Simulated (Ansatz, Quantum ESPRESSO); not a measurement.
# NaCl (Fm-3m): third-order response, part 2 of 3

Which lines does NaCl (Fm-3m) show in Raman and infrared spectra?

Quantum ESPRESSO 8.0 development, patched; DFT LDA, scalar-relativistic, plane waves, PseudoDojo norm-conserving pseudopotentials.

So far. Step 2 (A probe with smearing): A gap of 4.7 eV opens on this mesh, so the crystal is taken as an insulator; the start stands at -2.2 GPa. Step 4 (Ground state): The cell stands at -0.002 GPa, close enough for phonons. The relaxed cell has a = 5.466 Å (conventional setting).

The database entry behind the starting cell differs from later determinations by our own check (an axis about 0.4 % short against later determinations), so it need not match the best structure at ambient conditions.

## Step 5: Zone-centre response

At q = 0 one unit cell holds all displacements; symmetry groups them into irreducible representations that are solved one by one. The response to a field gives ε∞ and the Born charges, which polar modes need. Third-order response adds the Raman tensors.

The input, ph.in:

```
phonons
&INPUTPH
  prefix = 'x'
  outdir = './tmp'
  fildyn = 'g.dyn'
  tr2_ph = 1.0d-18
  epsil  = .true.
  lraman = .true.
  elop   = .true.
/
0.000000000000 0.000000000000 0.000000000000
```

Command:

```bash
$ OMP_NUM_THREADS=1 mpirun -n 2 ph.x -nk 2 -in ph.in > ph.out
```

The log of the run:

```text
[banners, grids, parts of the stress and lines that vanish by symmetry left out]
[banner, memory and clock lines left out]
Program PHONON v.8.0dev

     Dynamical matrices for q-points given in input
     (   1q-points):
       N         xq(1)         xq(2)         xq(3)
       1   0.000000000   0.000000000   0.000000000

     ./tmp/x.save/

     IMPORTANT: XC functional enforced from input :
     Exchange-correlation= PW
                           (   1   4   0   0   0   0   0)
     Any further DFT definition will be discarded
     Please, verify this is what you really want

     G-vector sticks info

     Reading collected, re-writing distributed wavefunctions in ./tmp/

     Number and degeneracy of irreps per q-point
       N         xq(1)         xq(2)         xq(3)   N irreps
       1   0.000000000   0.000000000   0.000000000       2
        3   3

     Calculation of q =    0.0000000   0.0000000   0.0000000

     phonons

     bravais-lattice index     =            2
     lattice parameter (alat)  =      10.3295  a.u.
     unit-cell volume          =     275.5356 (a.u.)^3
     number of atoms/cell      =            2
     number of atomic types    =            2
     kinetic-energy cut-off    =      88.0000  Ry
     charge density cut-off    =     352.0000  Ry
     convergence threshold     =      1.0E-18
     beta                      =       0.7000
     number of iterations used =            4
     Exchange-correlation= PW
                           (   1   4   0   0   0   0   0)

     celldm(1)=   10.32950  celldm(2)=    0.00000  celldm(3)=    0.00000
     celldm(4)=    0.00000  celldm(5)=    0.00000  celldm(6)=    0.00000

     crystal axes: (cart. coord. in units of alat)
               a(1) = ( -0.5000  0.0000  0.5000 )
               a(2) = (  0.0000  0.5000  0.5000 )
               a(3) = ( -0.5000  0.5000  0.0000 )

     reciprocal axes: (cart. coord. in units 2 pi/alat)
               b(1) = ( -1.0000 -1.0000  1.0000 )
               b(2) = (  1.0000  1.0000  1.0000 )
               b(3) = ( -1.0000  1.0000 -1.0000 )

     Atoms inside the unit cell:

     Cartesian axes

     site n.  atom      mass           positions (alat units)
        1  Na     22.9898   tau(    1) = (    0.00000    0.00000    0.00000  )
        2  Cl     35.4500   tau(    2) = (   -0.50000    0.50000    0.50000  )

     Computing dynamical matrix for
                    q = (   0.0000000   0.0000000   0.0000000 )

     49 Sym.Ops. (with q -> -q+G )

     G cutoff =  951.3523  (  30731 G-vectors)     FFT grid: ( 45, 45, 45)
     number of k points=    29
                       cart. coord. in units 2pi/alat
        k(    1) = (   0.0000000   0.0000000   0.0000000), wk =   0.0039062
        k(    2) = (  -0.1250000   0.1250000  -0.1250000), wk =   0.0312500
        k(    3) = (  -0.2500000   0.2500000  -0.2500000), wk =   0.0312500
        [... further k-points left out ...]

     PseudoPot. # 1 for Na read from file:
     ./pseudo/Na.upf
     Pseudo is Norm-conserving, Zval =  9.0

     PseudoPot. # 2 for Cl read from file:
     ./pseudo/Cl.upf
     Pseudo is Norm-conserving + core correction, Zval =  7.0

     Mode symmetry, O_h (m-3m)  point group:

     Electric field:
     Dielectric constant
     Born effective charges as d Force / d E
     Raman tensor
     Electro-optic tensor

     Atomic displacements:
     There are    2 irreducible representations

     Representation     1      3 modes -  To be done

     Representation     2      3 modes -  To be done

     Alpha used in Ewald sum =   2.8000

     Electric Fields Calculation

     The passes end when |ddv_scf|^2 is under  6.1E-20 (on this mesh; tr2_ph alone asks  1.0E-18)

      iter #   1   av.it.:   6.0
      thresh= 1.000E-02 alpha_mix =  0.700 |ddv_scf|^2 =  4.906E-08

      [... iterations left out ...]
      iter #   7   av.it.:  13.1
      thresh= 2.736E-10 alpha_mix =  0.700 |ddv_scf|^2 =  2.229E-20

     End of electric fields calculation

          Dielectric constant in cartesian axis

          (       2.676163921       0.000000000      -0.000000000 )
          (       0.000000000       2.676163921      -0.000000000 )
          (       0.000000000       0.000000000       2.676163921 )

          Effective charges (d Force / dE) in cartesian axis without acoustic sum rule applied (asr)

           atom    1  Na    Mean Z*:        1.07335
      Ex  (        1.07335        0.00000        0.00000 )
      Ey  (        0.00000        1.07335        0.00000 )
      Ez  (        0.00000        0.00000        1.07335 )
           atom    2  Cl    Mean Z*:       -1.07338
      Ex  (       -1.07338        0.00000       -0.00000 )
      Ey  (        0.00000       -1.07338        0.00000 )
      Ez  (        0.00000        0.00000       -1.07338 )

          Effective charges Sum: Mean:       -0.00004
             -0.00004        0.00000        0.00000
              0.00000       -0.00004        0.00000
             -0.00000        0.00000       -0.00004

          Effective charges (d Force / dE) in cartesian axis with asr applied:
           atom    1  Na    Mean Z*:        1.07337
      E*x (        1.07337        0.00000        0.00000 )
      E*y (        0.00000        1.07337       -0.00000 )
      E*z (       -0.00000       -0.00000        1.07337 )
           atom    2  Cl    Mean Z*:       -1.07337
      E*x (       -1.07337       -0.00000       -0.00000 )
      E*y (       -0.00000       -1.07337        0.00000 )
      E*z (        0.00000        0.00000       -1.07337 )

     Calling punch_plot_e
     Writing on file  drho

     Computing Pc [DH,Drho] |psi>

     Derivative coefficient:  0.001000    Threshold: 1.00E-12
     Message from routine dhdrhopsi:
     some bands at k + dk did not converge to eth_ns: the Raman tensors may be inaccurate, compare with a run at another eth_ns or dek
     Non-scf  u_k: avg # of iterations = 13.5
     Non-scf Du_k: avg # of iterations = 28.3

          Dielectric constant from finite-differences

          (       2.676222127       0.000000000       0.000000000 )
          (       0.000000000       2.676222127      -0.000000000 )
          (       0.000000000      -0.000000000       2.676222127 )

              Electro-optic tensor is defined as
            the derivative of the dielectric tensor
              with respect to one electric field
                 units are Rydberg a.u.

            to obtain the static chi^2 multiply by 1/2

            to convert to pm/Volt multiply per 2.7502

          Electro-optic tensor in cartesian axis:

          (       0.000000000       0.000000000       0.000000000 )
          (       0.000000000       0.000000000      -0.000000000 )
          (       0.000000000      -0.000000000       0.000000000 )

          (      -0.000000000       0.000000000      -0.000000000 )
          (      -0.000000000      -0.000000000       0.000000000 )
          (      -0.000000000      -0.000000000      -0.000000000 )

          (       0.000000000      -0.000000000       0.000000000 )
          (       0.000000000      -0.000000000       0.000000000 )
          (      -0.000000000       0.000000000       0.000000000 )

          Electro-optic tensor: contribution #   1

          (       0.000000000      -0.000000000      -0.000000000 )
          (       0.000000000      -0.000000000       0.000000000 )
          (      -0.000000000      -0.000000000       0.000000000 )

          (      -0.000000000      -0.000000000       0.000000000 )
          (      -0.000000000      -0.000000000      -0.000000000 )
          (       0.000000000      -0.000000000       0.000000000 )

          (      -0.000000000       0.000000000      -0.000000000 )
          (       0.000000000      -0.000000000       0.000000000 )
          (      -0.000000000       0.000000000      -0.000000000 )

          Electro-optic tensor: contribution #   2

          (      -0.000000000      -0.000000000       0.000000000 )
          (       0.000000000      -0.000000000       0.000000000 )
          (       0.000000000      -0.000000000       0.000000000 )

          (      -0.000000000       0.000000000       0.000000000 )
          (       0.000000000      -0.000000000       0.000000000 )
          (      -0.000000000       0.000000000       0.000000000 )

          (       0.000000000      -0.000000000      -0.000000000 )
          (      -0.000000000      -0.000000000       0.000000000 )
          (       0.000000000      -0.000000000       0.000000000 )

     Computing Second order response

      iter #   1   av.it.:   7.5
      thresh= 1.000E-02 alpha_mix =  0.700 |ddv_scf|^2 =  5.000E-08

      [... iterations left out ...]
      iter #   9   av.it.:  13.0
      thresh= 4.351E-11 alpha_mix =  0.700 |ddv_scf|^2 =  3.336E-21

          Raman tensor (au^-1) in cartesian axis

           atom      1
          (      -0.000000000       0.000000000      -0.000000000 )
          (       0.000000000       0.000000000      -0.000000000 )
          (      -0.000000000       0.000000000      -0.000000000 )

          (       0.000000000       0.000000000      -0.000000000 )
          (       0.000000000       0.000000000      -0.000000000 )
          (      -0.000000000       0.000000000       0.000000000 )

          (      -0.000000000      -0.000000000       0.000000000 )
          (      -0.000000000       0.000000000      -0.000000000 )
          (      -0.000000000      -0.000000000       0.000000000 )

           atom      2
          (      -0.000000000       0.000000000      -0.000000000 )
          (      -0.000000000      -0.000000000       0.000000000 )
          (       0.000000000       0.000000000      -0.000000000 )

          (      -0.000000000      -0.000000000      -0.000000000 )
          (      -0.000000000       0.000000000       0.000000000 )
          (      -0.000000000       0.000000000      -0.000000000 )

          (       0.000000000       0.000000000      -0.000000000 )
          (       0.000000000      -0.000000000      -0.000000000 )
          (       0.000000000       0.000000000       0.000000000 )

     Raman tensor (A^2)

     atom #    1    pol.  1
     -0.426575450772E-21      0.523603774809E-21     -0.352084785425E-21
      0.894099605363E-23      0.426681261376E-21     -0.160355970642E-21
     -0.101525274715E-21      0.117291054739E-21     -0.162472182726E-21
     atom #    1    pol.  2
      0.130834812075E-21      0.751731437432E-21     -0.377056088013E-21
      0.453768776047E-21      0.496516260138E-21     -0.541221240406E-22
[...]
atom #    1    pol.  3
[...]
atom #    2    pol.  1
[...]
atom #    2    pol.  2
[...]
atom #    2    pol.  3
[...]
0.364834963230E-21      0.185380178532E-21      0.131205149189E-21

     Representation #   1 modes #   1   2   3

     Self-consistent Calculation

     The passes end when |ddv_scf|^2 is under  6.1E-20 (on this mesh; tr2_ph alone asks  1.0E-18)

      iter #   1   av.it.:   6.1
      thresh= 1.000E-02 alpha_mix =  0.700 |ddv_scf|^2 =  2.267E-07

      [... iterations left out ...]
      iter #   8   av.it.:  12.9
      thresh= 6.083E-11 alpha_mix =  0.700 |ddv_scf|^2 =  5.250E-21

     End of self-consistent calculation

     Convergence has been achieved

     Representation #   2 modes #   4   5   6

     Self-consistent Calculation

     The passes end when |ddv_scf|^2 is under  6.1E-20 (on this mesh; tr2_ph alone asks  1.0E-18)

      iter #   1   av.it.:   7.6
      thresh= 1.000E-02 alpha_mix =  0.700 |ddv_scf|^2 =  1.070E-06

      [... iterations left out ...]
      iter #   8   av.it.:  13.0
      thresh= 1.380E-10 alpha_mix =  0.700 |ddv_scf|^2 =  4.786E-21

     End of self-consistent calculation

     Convergence has been achieved

     Number of q in the star =    1
     List of q in the star:
          1   0.000000000   0.000000000   0.000000000

          Dielectric constant in cartesian axis

          (       2.676163921       0.000000000      -0.000000000 )
          (       0.000000000       2.676163921      -0.000000000 )
          (       0.000000000       0.000000000       2.676163921 )

          Effective charges (d Force / dE) in cartesian axis without acoustic sum rule applied (asr)

           atom    1  Na    Mean Z*:        1.07335
      Ex  (        1.07335        0.00000        0.00000 )
      Ey  (        0.00000        1.07335        0.00000 )
      Ez  (        0.00000        0.00000        1.07335 )
           atom    2  Cl    Mean Z*:       -1.07338
      Ex  (       -1.07338        0.00000       -0.00000 )
      Ey  (        0.00000       -1.07338        0.00000 )
      Ez  (        0.00000        0.00000       -1.07338 )

          Effective charges Sum: Mean:       -0.00004
             -0.00004        0.00000        0.00000
              0.00000       -0.00004        0.00000
             -0.00000        0.00000       -0.00004

          Effective charges (d Force / dE) in cartesian axis with asr applied:
           atom    1  Na    Mean Z*:        1.07337
      E*x (        1.07337        0.00000        0.00000 )
      E*y (        0.00000        1.07337       -0.00000 )
      E*z (       -0.00000       -0.00000        1.07337 )
           atom    2  Cl    Mean Z*:       -1.07337
      E*x (       -1.07337       -0.00000       -0.00000 )
      E*y (       -0.00000       -1.07337        0.00000 )
      E*z (        0.00000        0.00000       -1.07337 )

     Diagonalizing the dynamical matrix

     q = (    0.000000000   0.000000000   0.000000000 )

 **************************************************************************
     freq (    1) =       0.129121 [THz] =       4.307023 [cm-1]
     freq (    2) =       0.129121 [THz] =       4.307023 [cm-1]
     freq (    3) =       0.129121 [THz] =       4.307023 [cm-1]
     freq (    4) =       5.650691 [THz] =     188.486761 [cm-1]
     freq (    5) =       5.650691 [THz] =     188.486761 [cm-1]
     freq (    6) =       5.650691 [THz] =     188.486761 [cm-1]
 **************************************************************************

     Mode symmetry, O_h (m-3m)  point group:

     freq (   1-   3) =          4.3  [cm-1]   --> T_1u G_15  G_4- I
     freq (   4-   6) =        188.5  [cm-1]   --> T_1u G_15  G_4- I
```

Run time: 7.7 min. Hardware: 2 MPI ranks of Intel Xeon Platinum 8488C (Sapphire Rapids), shared host.

This step gave:

- miss of the charge sum rule: 3.00e-5 e
- largest acoustic frequency at the zone centre before the sum rule: 4.31 cm⁻¹
- highest optical zone-centre mode (no LO-TO term): 188.5 cm⁻¹
- lowest optical zone-centre mode: 188.5 cm⁻¹
- mean high-frequency dielectric constant: 2.676
- largest Born charge in size (third of the trace): 1.073 e

Born charge (rows field, columns displacement), before the sum rule (e), principal values of the symmetric part by kind of site:

```tsv
atom	atoms with these values	low	middle	high	mean
Na1	1	1.07	1.07	1.07	1.07
Cl2	1	-1.07	-1.07	-1.07	-1.07
```

In full for Na1:

```
1.07 0.00 0.00
0.00 1.07 0.00
0.00 0.00 1.07
```

High-frequency dielectric tensor:

```
2.68 0.00 0.00
0.00 2.68 0.00
0.00 0.00 2.68
```

The acoustic modes at Γ come out as far as 4.3 cm⁻¹ from zero, where they should vanish, a small numerical error; the Born charges miss their sum rule by 3.0e-5 e, which is good.

## Step 6: Modes with the sum rule

A rigid shift of the crystal must cost nothing, but grids and finite bases break this; the acoustic sum rule is imposed before the matrix is diagonalised again. With Born charges the intensities follow, and the static dielectric tensor.

The input, dynmat.in:

```
&INPUT
  fildyn = 'g.dyn'
  asr    = 'simple'
  fileig = 'dynmat.eig'
  lperm  = .true.
/
```

Command:

```bash
$ dynmat.x -in dynmat.in > dynmat.out
```

The log of the run:

```text
[banner, memory and clock lines left out]
Program DYNMAT v.8.0dev

     Reading Dynamical Matrix from file g.dyn
     ...Force constants read
     ...epsilon and Z* read
     ...Raman cross sections read
     A direction for q was not specified:TO-LO splitting will be absent

     Polarizability (A^3 units)
     multiply by 0.641552 for Clausius-Mossotti correction (not under assume_isolated = 'mt')
         5.446126    0.000000    0.000000
         0.000000    5.446126    0.000000
        -0.000000   -0.000000    5.446126

     IR activities are in (D/A)^2/amu units

# mode   [cm-1]    [THz]      IR
    1     -0.00   -0.0000    0.0000
    2     -0.00   -0.0000    0.0000
    3      0.00    0.0000    0.0000
    4    188.41    5.6485    1.9060
    5    188.41    5.6485    1.9060
    6    188.41    5.6485    1.9060

Electronic dielectric permittivity tensor (relative, adimensional)
         2.676164    0.000000    0.000000
         0.000000    2.676164    0.000000
        -0.000000   -0.000000    2.676164

 ... with zone-center polar mode contributions
         5.480767    0.000000    0.000000
         0.000000    5.480767   -0.000000
         0.000000   -0.000000    5.480767
```

Wall time 0.68 s (1 thread).

This step gave:

```yaml
highest_optical_zone_centre_mode_no_lo_to_term: 188.4 cm⁻¹
lowest_optical_zone_centre_mode: 188.4 cm⁻¹
mean_static_dielectric_constant: 5.481
```

Unit eigenvectors of the mass-weighted matrix after the sum rule; no LO-TO term. The modes at Γ (shares of kinetic energy by element, %):

```tsv
mode	frequency (cm⁻¹)	symmetry	Na %	Cl %
1	0.0	acoustic	39	61
2	0.0	acoustic	39	61
3	0.0	acoustic	39	61
4	188.4	T1u	61	39
5	188.4	T1u	61	39
6	188.4	T1u	61	39
```

Displacements in mode 6 (188.4 cm⁻¹), the largest set to 1:
```
Na1  1.00 -0.39 -0.02
Cl2 -0.65  0.25  0.01
```

Degenerate modes summed, no LO-TO term. Infrared lines, with heights relative to the strongest:

```tsv
position (cm⁻¹)	lines merged	label	IR intensity, relative
188	3	T1u	100
```

Static dielectric tensor (ions relaxed, fixed cell):

```
5.48 0.00 0.00
0.00 5.48 0.00
0.00 0.00 5.48
```

The rule moves no optical mode by more than 0.1 cm⁻¹.

## Step 7: Sum rules set otherwise (asr no)

Without the rule the raw error of the acoustic modes shows.

The input, dynmat.in:

```
&INPUT
  fildyn = 'g.dyn'
  asr    = 'no'
  fileig = 'dynmat.eig'
  lperm  = .true.
/
```

Command:

```bash
$ dynmat.x -in dynmat.in > dynmat.out
```

The log of the run:

```text
[banner, memory and clock lines left out]
Program DYNMAT v.8.0dev

     Reading Dynamical Matrix from file g.dyn
     ...Force constants read
     ...epsilon and Z* read
     ...Raman cross sections read
     A direction for q was not specified:TO-LO splitting will be absent

     Polarizability (A^3 units)
     multiply by 0.641552 for Clausius-Mossotti correction (not under assume_isolated = 'mt')
         5.446126    0.000000    0.000000
         0.000000    5.446126    0.000000
        -0.000000   -0.000000    5.446126

     IR activities are in (D/A)^2/amu units

# mode   [cm-1]    [THz]      IR
    1      4.31    0.1291    0.0000
    2      4.31    0.1291    0.0000
    3      4.31    0.1291    0.0000
    4    188.49    5.6507    1.9060
    5    188.49    5.6507    1.9060
    6    188.49    5.6507    1.9060

Electronic dielectric permittivity tensor (relative, adimensional)
         2.676164    0.000000    0.000000
         0.000000    2.676164    0.000000
        -0.000000   -0.000000    2.676164

 ... with zone-center polar mode contributions
         5.478554    0.000000    0.000000
         0.000000    5.478554    0.000000
         0.000000    0.000000    5.478554
```

Wall time 0.67 s (1 thread).

Numbers from this step:

```
highest optical zone-centre mode (no LO-TO term) : 188.5 cm⁻¹
lowest optical zone-centre mode                  : 188.5 cm⁻¹
mean static dielectric constant                  : 5.479
```

Zone-centre frequencies as printed; negative means imaginary. Modes:

```tsv
mode	frequency (cm⁻¹)
1	4.31
2	4.31
3	4.31
4	188.5
5	188.5
6	188.5
```

Against the first rule no mode moves by more than 4.4 cm⁻¹.

(Part 2 of 3 ends here.)

[Host names and launcher messages were left out of these logs when they were recorded.]

[Logs are printed without paths, hosts, clocks, repeated set-up lines and the standing remarks that a program may print on its own settings, such as how far it seeks lower states.]

[Hosts, paths, dates, database ids (printed as entryN), source tags and the programs' standing remarks are cut or masked in the printed files.]
